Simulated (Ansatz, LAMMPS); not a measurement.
# Squeezing and shearing amorphous 28Y2O3-72Al2O3 (mol %) (90 atoms): runs compared

How stiff is amorphous 28Y2O3-72Al2O3 (mol %) (90 atoms), and how do its levels respond to strain?

Computed with Ansatz 0.2.0: Kohn-Sham DFT, r2SCAN, PAW (set soft_2), plane waves.

## (1) The cell as built

The cell holds 90 atoms: 10 Y, 26 Al and 54 O. Its edges and angles: a = 10.295 Å, b = 10.295 Å, c = 10.295 Å, α = 90.0°, β = 90.0°, γ = 90.0°. 90 atoms (10 Er, 26 Al, 54 O) placed at random at 4.86 g/cm³, melted at 5000 K for 10 ps at fixed volume with the Morse and Coulomb pair potential with partial charges (Pedone, Malavasi, Menziani, Cormack and Segre, J. Phys. Chem. B 110, 11780 (2006)). Quenched from 5000 K to 300 K at 20 K/ps and fixed volume, held 10 ps at zero pressure, then minimised at fixed cell. Then Er was replaced by Y and the cell scaled by 1.009 (the potential has no terms for the new elements, so the cell is a start for a DFT relaxation).

Limits known from the start: The quench rate of 20 K/ps is many orders above laboratory rates, so the cell is likely richer in defects and strain than a real sample. The starting topology of bonds comes from the classical model, and needn't be the one that DFT or experiment would give. Only the Γ point is sampled.

## (2) The reference run

The reference is a single point at the end of the relaxation.

Every strained cell starts from the geometry of this run, and its atoms are relaxed with the cell held.

Its input, with most atom lines left out:

```yaml
crystal:
  lattice:
    - [10.46788, 0.05486, 0.13893]
    - [0.05486, 10.1849, 0.21675]
    - [0.13893, 0.21675, 10.37557]
  atoms:
    - { symbol: "Y", position: [0.12435, 0.41795, 0.54852] }
    - { symbol: "Y", position: [0.16506, 0.24295, 0.25271] }
    - { symbol: "Y", position: [0.1182, 0.80586, 0.93779] }
    - { symbol: "Y", position: [0.72645, 0.70576, 0.19814] }
    - { symbol: "Y", position: [0.43776, 0.71135, 0.92807] }
    - { symbol: "Y", position: [0.2889, 0.38563, 0.92716] }
    - { symbol: "Y", position: [0.64236, 0.15984, 0.89371] }
    [... atom lines 8 to 90 left out ...]
kpoints:
  mp_grid: { grid: [1, 1, 1] }
hamiltonian:
  xc: r2scan
scf:
  occupations: { method: fixed }
output:
  forces: true
  stress: true
  populations: true
  dos:
    method: { smearing: { sigma: 0.08 } }
    de: 0.1
    projected: { site_lists: { Al: [Al], O: [O], "Y": ["Y"] } }
  eigenvalues: true
  write_density: true
  write_potential: true
  volumetric_format: npy
```

| Property | Result |
| --- | --- |
| free energy per atom | -927.8995 eV/atom |
| r.m.s. force component | 0.01159 eV/Å |
| pressure | 0.02154 GPa |

Filled and empty levels are parted by 4.42 eV (at Γ alone); a semilocal functional tends to put such gaps too low. In a disordered cell it changes from sample to sample, and tail or defect levels can set it.

## (3) The runs

Each row is one run, on 4 threads of Intel Xeon 6975P-C (Granite Rapids), shared host. The free energy is the program's total, comparable only between runs with the same functional, potentials and atoms.

| run | atoms | outcome | ionic steps, all passes | free energy (eV) | time | host memory (GiB) |
| --- | --- | --- | --- | --- | --- | --- |
| Single point at the start | 90 | converged | - | -83508.669 | 15 s | 3.0 |
| Cell and atoms relaxed | 90 | converged | 21 | -83510.959 | 4.8 min | 3.0 |
| Single point at the relaxed geometry | 90 | converged | - | -83510.959 | 21 s | 3.0 |
| Volume -3 % | 90 | converged | 7 | -83510.569 | 1.8 min | 2.9 |
| Volume +3 % | 90 | converged | 6 | -83510.613 | 95 s | 3.2 |
| Volume -6 % | 90 | converged | 7 | -83509.423 | 1.7 min | 2.8 |
| Volume +6 % | 90 | converged | 6 | -83509.604 | 96 s | 3.2 |
| Volume -10 % | 90 | converged | 23 | -83507.473 | 4.8 min | 2.7 |
| Stretched by 1 % along x | 90 | converged | 5 | -83510.901 | 81 s | 3.0 |
| Compressed by 1 % along x | 90 | converged | 4 | -83510.890 | 66 s | 3.0 |
| Sheared by 2 % in xy | 90 | converged | 5 | -83510.894 | 79 s | 3.1 |

In some runs the program notes that the SCF threshold is loose for the stress.

## (4) Pressure against volume

Atoms are relaxed at each volume, in the scaled cell.

| volume change (%) | volume (Å³/atom) | energy change (meV/atom) | pressure (GPa) | largest move on relaxing (Å) | bonds | gap (eV) |
| --- | --- | --- | --- | --- | --- | --- |
| -10 | 11.055 | 38.73 | 9.30 | 1.59 | 187 | 4.47 |
| -6 | 11.546 | 17.07 | 7.37 | 0.43 | 179 | 4.48 |
| -3 | 11.914 | 4.34 | 3.79 | 0.13 | 171 | 4.46 |
| +0 | 12.283 | 0.00 | 0.02 | - | 171 | 4.42 |
| +3 | 12.651 | 3.85 | -3.35 | 0.10 | 171 | 4.33 |
| +6 | 13.020 | 15.06 | -6.29 | 0.21 | 171 | 4.21 |

## (5) Uniaxial strain and shear

Stress (GPa, compression positive) less that of the relaxed cell, atoms relaxed:

| strain | xx | yy | zz | xy | energy change (meV/atom) |
| --- | --- | --- | --- | --- | --- |
| stretched by 1 % along x | -1.856 | -0.843 | -0.791 | 0.000 | 0.65 |
| compressed by 1 % along x | 1.944 | 0.927 | 0.870 | -0.016 | 0.77 |
| sheared by 2 % in xy | 0.044 | -0.143 | 0.058 | -1.018 | 0.73 |

## (6) Outcome

The bulk modulus, from the slope of pressure against ln V over the three points nearest the relaxed volume, is 119 GPa; between neighbouring points the slope runs 44, 114, 124, 114 and 102 GPa from the smallest volume up, without a steady fall, so no pressure derivative is given, and the cell yields more easily when compressed beyond -6 %. The count of bonds runs from 171 to 187 over the series, so at some points contacts cross the cutoffs. At -10 % some atom moved by over 0.5 Å on relaxing, so that point may sit in another local minimum. The gap goes from 4.47 eV at the smallest volume to 4.21 eV at the largest, -1.6 eV per unit of ln V by a straight line, not monotonically (lowest 4.21, highest 4.48 eV), on the run's k-points. In the Cartesian axes of the cell, finite differences give C11 = 190, C12 = 88.5, C13 = 83.0 and C66 = 50.9 GPa (the shear of 2 % is the engineering strain, εxy = 0.01). The mean of C11, C12 and C13, which equals the bulk modulus in a cubic or isotropic solid, is 120 GPa: it agrees with the bulk modulus within 10 %. For an isotropic solid C66 would equal (C11 − C12)/2 = 50.8 GPa; so small a sample needn't be isotropic, and C66 rests on one shear. With the bulk modulus and C66 as K and G, Young's modulus would be about 134 GPa and Poisson's ratio 0.31.

**Limits.** Strains are finite and relaxations stop at the force tolerance of the input, which can leave moduli too stiff; they are those of a static cell at zero temperature. Volumes are changed with the cell's shape held, so in an anisotropic solid the modulus lies over the one under free hydrostatic load. The program notes that the SCF threshold of the relaxations is loose for the stress.

The DFT runs together took 21 min of wall time.

[Logs are printed without paths, hosts, clocks, repeated set-up lines and the standing remarks that a program may print on its own settings, such as how far it seeks lower states.]

[Hosts, paths, dates, database ids (printed as entryN), source tags and the programs' standing remarks are cut or masked in the printed files.]
